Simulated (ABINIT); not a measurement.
# BaAlGeH (P3m1): making up for missing bands

Wanted: gap and time of BaAlGeH (P3m1) with truncated and completed band sums.

Calculated with ABINIT 10.8.3; PBEsol and many-body steps on it, plane waves.

## Step 1: The system as given

Symmetry: P3m1, No. 156, trigonal system. Conventional cell: a = 4.345 Å, b = 4.345 Å, c = 5.216 Å, α = 90.00°, β = 90.00°, γ = 120.00°. Nearest to Ba lie 3 H at 2.60 Å. Nearest to Al lie 1 H at 1.73 Å and 3 Ge at 2.55 Å. Nearest to Ge lie 3 Al at 2.55 Å. H has 1 Al at 1.73 Å and 3 Ba at 2.60 Å nearest. Farther neighbours, and contacts between anions beyond the nearest, are not listed.

The cell and positions come from the Crystallography Open Database and are kept as given unless a step says otherwise.

## Step 2: Empty states on the mesh, 3×3×2 mesh, 84 bands

This step: ABINIT 10.8.3; DFT, PBEsol, plane waves, norm-conserving pseudopotentials.

The sums over transitions need many empty states on a uniform mesh; this step solves for them.

The input, run.abi:

```
acell 3*1.0 Angstrom
rprim 
  4.344840000012 -0.000000000003 0.000000000000
  -2.172420000004 3.762741815391 0.000000000000
  0.000000000000 0.000000000000 5.216060000000
ntypat 4
znucl 56 13 32 1
natom 4
typat 1 2 3 4
xred 
  0.000000000000 0.000000000000 0.000000000000
  0.666666666667 0.333333333333 0.539500000000
  0.333333333333 0.666666666667 0.455100000000
  0.666666666667 0.333333333333 0.870300000000
pp_dirpath "pseudos"
pseudos "Ba.upf, Al.upf, Ge.upf, H.upf"
ecut 35
ngkpt 3 3 2
nshiftk 1
shiftk 0 0 0
kptopt 1
chksymbreak 0
iscf -2
irdden 1
istwfk *1
nband 84
nbdbuf 6
tolwfr 1e-09
nstep 60
prtvol 0
indata_prefix "in"
outdata_prefix "out"
tmpdata_prefix "tmp"
```

Started as:

```
$ OMP_NUM_THREADS=1 mpirun -n 4 abinit run.abi > log
```

Log:

```text
.Version 10.8.3 of ABINIT. v10.8.2 released Aug 2026.

 Symmetries : space group P3 m 1 (#156); Bravais hP (primitive hexag.)
[... echo of the input left out ...]
== DATASET  1 ==================================================================
-   mpi_nproc: 4, omp_nthreads: 1 (-1 if OMP is not activated)

--- !DatasetInfo
iteration_state: {dtset: 1, }
dimensions: {natom: 4, nkpt: 6, mband: 84, nsppol: 1, nspinor: 1, nspden: 1, mpw: 5718, }
cutoff_energies: {ecut:  35.0, pawecutdg:  -1.0, }
[...]
1.40839    1.41628    1.43541    1.44887    1.44887    1.47271    1.47271    1.49624
   1.51265    1.51265    1.54272    1.57804    1.57985    1.57985    1.58907    1.65086
   1.69339    1.69340    1.72430    1.72531
 prteigrs : prtvol=0 or 1, do not print more k-points.

== END DATASET(S) ==============================================================
================================================================================

 -outvars: echo values of variables after computation  --------
            nband          84
             nkpt           6
          spgroup         156
 [... the other variables as echoed above ...]

 Calculation completed.
```

Elapsed: 37 s, on 4 MPI ranks of Arm Neoverse V1, shared host; peak memory 0.33 GiB; 2.5 min of CPU time.

Read from the output:

```yaml
gap: 1.128 eV
k_of_the_valence_top: 0, 0, 0.5
k_of_the_conduction_bottom: 0, 0, 0
least_direct_gap: 1.346 eV
k_points_computed: 6
lowest_point_of_the_top_converged_band_above_the_valence_top: 37.49 eV
```

On this mesh the gap is 1.128 eV.

The density comes from a self-consistent run that is not shown.

## Step 3: Screening, 3×3×2 mesh, 78 bands, screening to 122.5 eV

The RPA dielectric matrix is built and inverted for each q.

This step: RPA screening on PBEsol, plane waves, norm-conserving pseudopotentials.

Changes to run.abi since step 2:

```diff
@@ -22,10 +22,11 @@
 chksymbreak 0
-iscf -2
-irdden 1
 istwfk *1
-nband 84
-nbdbuf 6
-tolwfr 1e-09
-nstep 60
-prtvol 0
+occopt 1
+irdwfk 1
+optdriver 3
+nband 78
+ecuteps 4.5
+inclvkb 2
+awtr 1
+symchi 1
 indata_prefix "in"
```

Log:

```text
.Version 10.8.3 of ABINIT. v10.8.2 released Aug 2026.

 Symmetries : space group P3 m 1 (#156); Bravais hP (primitive hexag.)
[... echo of the input left out ...]
== DATASET  1 ==================================================================
-   mpi_nproc: 4, omp_nthreads: 1 (-1 if OMP is not activated)

--- !DatasetInfo
iteration_state: {dtset: 1, }
dimensions: {natom: 4, nkpt: 6, mband: 78, nsppol: 1, nspinor: 1, nspden: 1, mpw: 5718, }
cutoff_energies: {ecut:  35.0, pawecutdg:  -1.0, }
electrons: {nelect:   2.80000000E+01, charge:   0.00000000E+00, occopt:   1.00000000E+00, tsmear:   1.00000000E-02, }

 SCREENING: Calculation of the susceptibility and dielectric matrices

 Based on a program developped by R.W. Godby, V. Olevano, G. Onida, and L. Reining.
 Incorporated in ABINIT by V. Olevano, G.-M. Rignanese, and M. Torrent.
.Using double precision arithmetic ; gwpc =  8

[... cell and pseudopotentials left out ...]
--------------------------------------------------------------------------------

 ==== K-mesh for the wavefunctions ====
 Number of points in the irreducible wedge :     6
[... list of points left out ...]
 Together with  6 symmetry operations and time-reversal symmetry
 yields    18 points in the full Brillouin Zone.

 ==== Q-mesh for the screening function ====
 Number of points in the irreducible wedge :     6
[... list of points left out ...]
 Together with  6 symmetry operations and time-reversal symmetry
 yields    18 points in the full Brillouin Zone.

 setmesh: FFT mesh size selected  =    25x   25x   36
          total number of points  =        22500

 vcoul_init : cutoff-mode = AUXILIARY_FUNCTION
 q-points for optical limit:   1
     1)      0.000010    0.000020    0.000030

- screening: taking advantage of time-reversal symmetry
- Maximum band index for partially occupied states nbvw = 14
- Remaining bands to be divided among processors   nbcw = 64
- Number of bands treated by each node ~16

 Number of electrons calculated from density =   28.0000; Expected =   28.0000
 average of density, n =  0.048656
 r_s =    1.6992
 omega_plasma =   21.2778 [eV]

 calculating chi0 at frequencies [eV] :
  1    0.000000E+00    0.000000E+00
  2    0.000000E+00    2.127776E+01

--------------------------------------------------------------------------------
  q-point number  1        q = ( 0.000000, 0.000000, 0.000000) [r.l.u.]
--------------------------------------------------------------------------------
[... chi0 elements left out ...]
 For q-point:  0.000010 0.000020 0.000030
  dielectric constant =  25.8364
  dielectric constant without local fields =  29.0265

  Average fulfillment of the sum rule on Im[epsilon] for q-point    1 :     57.12  [%]
[... wings left out ...]
  q-point number  2        q = ( 0.333333, 0.000000, 0.000000) [r.l.u.]
--------------------------------------------------------------------------------
[... chi0 elements left out ...]
  Average fulfillment of the sum rule on Im[epsilon] for q-point    2 :     64.07  [%]

 [... 4 further q-points ...]
```

Elapsed: 14 s, on 4 MPI ranks; peak memory 0.65 GiB.

Numbers from this step:

| Quantity | Value |
| --- | --- |
| ε∞ with local fields, on this mesh | 25.84 |
| ε∞ without local fields, on this mesh | 29.03 |
| plasma frequency | 21.28 eV |
| plane waves in the screening matrix | 249 |

Local fields lower ε∞ by 11 %. On a Γ-centred mesh this coarse the value itself is usually too large, while a short band sum pulls it down.

## Step 4: 78 bands

The self-energy is evaluated for the states that the input lists, and the quasiparticle equation is solved.

This step: G0W0 on PBEsol, plane waves, norm-conserving pseudopotentials.

Changes to run.abi since step 3:

```diff
@@ -25,8 +25,17 @@
 irdwfk 1
-optdriver 3
+optdriver 4
 nband 78
+gwcalctyp 0
+ecutsigx 35
+symsigma 1
+nkptgw 2
+kptgw 
+  0.0000000000 0.0000000000 0.5000000000
+  0.0000000000 0.0000000000 0.0000000000
+bdgw 
+  12 17
+  13 17
 ecuteps 4.5
-inclvkb 2
-awtr 1
-symchi 1
+irdscr 1
+ppmodel 1
 indata_prefix "in"
```

Log:

```text
.Version 10.8.3 of ABINIT. v10.8.2 released Aug 2026.

 Symmetries : space group P3 m 1 (#156); Bravais hP (primitive hexag.)
[... echo of the input left out ...]
== DATASET  1 ==================================================================
-   mpi_nproc: 4, omp_nthreads: 1 (-1 if OMP is not activated)

--- !DatasetInfo
iteration_state: {dtset: 1, }
dimensions: {natom: 4, nkpt: 6, mband: 78, nsppol: 1, nspinor: 1, nspden: 1, mpw: 5718, }
cutoff_energies: {ecut:  35.0, pawecutdg:  -1.0, }
electrons: {nelect:   2.80000000E+01, charge:   0.00000000E+00, occopt:   1.00000000E+00, tsmear:   1.00000000E-02, }

 SIGMA: Calculation of the GW corrections

 Based on a program developped by R.W. Godby, V. Olevano, G. Onida, and L. Reining.
 Incorporated in ABINIT by V. Olevano, G.-M. Rignanese, and M. Torrent.
.Using double precision arithmetic ; gwpc =  8

[... cell and pseudopotentials left out ...]
--------------------------------------------------------------------------------

 ==== K-mesh for the wavefunctions ====
 Number of points in the irreducible wedge :     6
[... list of points left out ...]
 Together with  6 symmetry operations and time-reversal symmetry
 yields    18 points in the full Brillouin Zone.

 ==== Q-mesh for screening function ====
 Number of points in the irreducible wedge :     6
[... list of points left out ...]
 Together with  6 symmetry operations and time-reversal symmetry
 yields    18 points in the full Brillouin Zone.

 vcoul_init : cutoff-mode = AUXILIARY_FUNCTION
 q-points for optical limit:   1
     1)      0.000010    0.000020    0.000030
 setmesh: FFT mesh size selected  =    40x   40x   54
          total number of points  =        86400

 Number of electrons calculated from density =   28.0000; Expected =   28.0000
 average of density, n =  0.048656
 r_s =    1.6992
 omega_plasma =   21.2778 [eV]

 === KS Band Gaps ===
  >>>> For spin  1
   Minimum direct gap =   1.3455 [eV], located at k-point      :   0.0000  0.0000  0.5000
   Fundamental gap    =   1.1284 [eV], Top of valence bands at :   0.0000  0.0000  0.5000
                                       Bottom of conduction at :   0.0000  0.0000  0.0000
 SIGMA fundamental parameters:
 PLASMON POLE MODEL  1
 number of plane-waves for SigmaX                 5655
 number of plane-waves for SigmaC and W            249
 number of plane-waves for wavefunctions          5655
 number of bands                                    78
 number of independent spin polarizations            1
 number of spinorial components                      1
 number of k-points in IBZ                           6
 number of q-points in IBZ                           6
 number of symmetry operations                       6
 number of k-points in BZ                           18
 number of q-points in BZ                           18
 number of frequencies for dSigma/dE                 9
 frequency step for dSigma/dE [eV]                0.25
 number of omega for Sigma on real axis              0
 max omega for Sigma on real axis  [eV]           0.00
 zcut for avoiding poles [eV]                     0.10

 EPSILON^-1 parameters (SCR file):
 dimension of the eps^-1 matrix on file            249
 dimension of the eps^-1 matrix used               249
 number of plane-waves for wavefunctions          5655
 number of bands                                    78
 number of q-points in IBZ                           6
 number of frequencies                               2
 number of real frequencies                          1
 number of imag frequencies                          1

 matrix elements of self-energy operator (all in [eV])

 Perturbative Calculation

--- !SelfEnergy_ee
iteration_state: {dtset: 1, }
kpoint     : [   0.000,    0.000,    0.500, ]
spin       : 1
KS_gap     :    1.345
QP_gap     :    1.839
Delta_QP_KS:    0.494
data: !SigmaeeData |
     Band     E0 <VxcDFT>   SigX SigC(E0)      Z dSigC/dE  Sig(E)    E-E0       E
       12   5.060 -11.036 -13.052   1.520   0.772  -0.295 -11.419  -0.382   4.678
       13   5.060 -11.036 -13.052   1.520   0.772  -0.295 -11.419  -0.382   4.678
       14   5.107 -10.553 -12.086   1.220   0.772  -0.296 -10.795  -0.242   4.866
       15   6.453 -10.682  -6.766  -3.592   0.777  -0.287 -10.430   0.252   6.705
       16   7.040  -9.547  -5.309  -3.731   0.785  -0.274  -9.149   0.398   7.438
       17   7.040  -9.547  -5.309  -3.731   0.785  -0.274  -9.149   0.398   7.438

--- !SelfEnergy_ee
iteration_state: {dtset: 1, }
kpoint     : [   0.000,    0.000,    0.000, ]
spin       : 1
KS_gap     :    1.553
QP_gap     :    2.091
Delta_QP_KS:    0.538
data: !SigmaeeData |
     Band     E0 <VxcDFT>   SigX SigC(E0)      Z dSigC/dE  Sig(E)    E-E0       E
       13   4.683 -10.640 -12.476   1.428   0.772  -0.295 -10.955  -0.315   4.368
       14   4.683 -10.640 -12.476   1.428   0.772  -0.295 -10.955  -0.315   4.368
       15   6.236 -10.039  -6.233  -3.520   0.778  -0.285  -9.816   0.223   6.459
       16   8.408  -9.931  -5.601  -3.918   0.778  -0.285  -9.611   0.320   8.728
       17   8.408  -9.931  -5.601  -3.918   0.778  -0.285  -9.611   0.320   8.728

== END DATASET(S) ==============================================================
================================================================================

 -outvars: echo values of variables after computation  --------
           etotal      0.0000000000E+00
            nband          78
             nkpt           6
          spgroup         156
 [... the other variables as echoed above ...]

 Calculation completed.
```

Run time: 8.4 s. Hardware: 4 MPI ranks; peak memory 0.57 GiB.

Numbers from this step:

```yaml
g0w0_gap_on_the_mesh: 1.593 eV
starting_gap_on_the_mesh: 1.128 eV
k_of_the_valence_top: 0, 0, 0.5
k_of_the_conduction_bottom: 0, 0, 0
z_at_the_valence_top: 0.772
z_at_the_conduction_bottom: 0.778
least_direct_g0w0_gap_on_the_computed_points: 1.839 eV
```

The gap on the mesh goes from 1.13 eV to 1.59 eV, a correction of +0.46 eV.

## Step 5: Screening, 3×3×2 mesh, 22 bands, screening to 122.5 eV

This step: RPA screening on PBEsol, plane waves, norm-conserving pseudopotentials.

Changes to run.abi since step 4:

```diff
@@ -25,17 +25,8 @@
 irdwfk 1
-optdriver 4
-nband 78
-gwcalctyp 0
-ecutsigx 35
-symsigma 1
-nkptgw 2
-kptgw 
-  0.0000000000 0.0000000000 0.5000000000
-  0.0000000000 0.0000000000 0.0000000000
-bdgw 
-  12 17
-  13 17
+optdriver 3
+nband 22
 ecuteps 4.5
-irdscr 1
-ppmodel 1
+inclvkb 2
+awtr 1
+symchi 1
 indata_prefix "in"
```

Log:

```text
.Version 10.8.3 of ABINIT. v10.8.2 released Aug 2026.

 Symmetries : space group P3 m 1 (#156); Bravais hP (primitive hexag.)
[... echo of the input left out ...]
== DATASET  1 ==================================================================
-   mpi_nproc: 4, omp_nthreads: 1 (-1 if OMP is not activated)

--- !DatasetInfo
iteration_state: {dtset: 1, }
dimensions: {natom: 4, nkpt: 6, mband: 22, nsppol: 1, nspinor: 1, nspden: 1, mpw: 5718, }
cutoff_energies: {ecut:  35.0, pawecutdg:  -1.0, }
electrons: {nelect:   2.80000000E+01, charge:   0.00000000E+00, occopt:   1.00000000E+00, tsmear:   1.00000000E-02, }

 SCREENING: Calculation of the susceptibility and dielectric matrices

 Based on a program developped by R.W. Godby, V. Olevano, G. Onida, and L. Reining.
 Incorporated in ABINIT by V. Olevano, G.-M. Rignanese, and M. Torrent.
.Using double precision arithmetic ; gwpc =  8

[... cell and pseudopotentials left out ...]
--------------------------------------------------------------------------------

 ==== K-mesh for the wavefunctions ====
 Number of points in the irreducible wedge :     6
[... list of points left out ...]
 Together with  6 symmetry operations and time-reversal symmetry
 yields    18 points in the full Brillouin Zone.

 ==== Q-mesh for the screening function ====
 Number of points in the irreducible wedge :     6
[... list of points left out ...]
 Together with  6 symmetry operations and time-reversal symmetry
 yields    18 points in the full Brillouin Zone.

 setmesh: FFT mesh size selected  =    25x   25x   36
          total number of points  =        22500

 vcoul_init : cutoff-mode = AUXILIARY_FUNCTION
 q-points for optical limit:   1
     1)      0.000010    0.000020    0.000030

- screening: taking advantage of time-reversal symmetry
- Maximum band index for partially occupied states nbvw = 14
- Remaining bands to be divided among processors   nbcw = 8
- Number of bands treated by each node ~2

 Number of electrons calculated from density =   28.0000; Expected =   28.0000
 average of density, n =  0.048656
 r_s =    1.6992
 omega_plasma =   21.2778 [eV]

 calculating chi0 at frequencies [eV] :
  1    0.000000E+00    0.000000E+00
  2    0.000000E+00    2.127776E+01

--------------------------------------------------------------------------------
  q-point number  1        q = ( 0.000000, 0.000000, 0.000000) [r.l.u.]
--------------------------------------------------------------------------------
[... chi0 elements left out ...]
 For q-point:  0.000010 0.000020 0.000030
  dielectric constant =  25.2819
  dielectric constant without local fields =  28.7379

  Average fulfillment of the sum rule on Im[epsilon] for q-point    1 :     13.80  [%]
[... wings left out ...]
  q-point number  2        q = ( 0.333333, 0.000000, 0.000000) [r.l.u.]
--------------------------------------------------------------------------------
[... chi0 elements left out ...]
  Average fulfillment of the sum rule on Im[epsilon] for q-point    2 :     30.34  [%]

 [... 4 further q-points ...]
```

It took 5.5 s on 4 MPI ranks; peak memory 0.19 GiB; 22 s of CPU time.

This step gave:

* ε∞ with local fields, on this mesh: 25.28
* ε∞ without local fields, on this mesh: 28.74
* plasma frequency: 21.28 eV
* plane waves in the screening matrix: 249

(Part 1 of 2 ends here.)

[Long decimals in the printed logs are rounded to 6 places.]

[Logs are printed without paths, hosts, clocks, repeated set-up lines and the standing remarks that a program may print on its own settings, such as how far it seeks lower states.]

[Paths, hosts, dates, memory and timing lines, banners, echoed tables and standing remarks are left out of the program output; an Ansatz launch command may be rebuilt from the run's recorded settings. Measured values are a selection of at most five: reports struck by readers or far from the other reports are left out. None is set beside runs whose start may be inverted or whose files or cutoffs have a known fault.]

[Runs of the session that timed out or met a known fault of the program may be left out.]

[Hosts, paths, dates, database ids (printed as entryN), source tags and the programs' standing remarks are cut or masked in the printed files.]

[G0W0 gaps are taken among the corrected bands and points alone; a level outside them can change the order at an edge.]

[Where Ansatz stands beside ABINIT at settings called matched, ABINIT's density can come from a denser mesh and the files from another edition; pairs whose starting gaps differed by over 0.03 eV were left out, so agreement reads better than it is.]
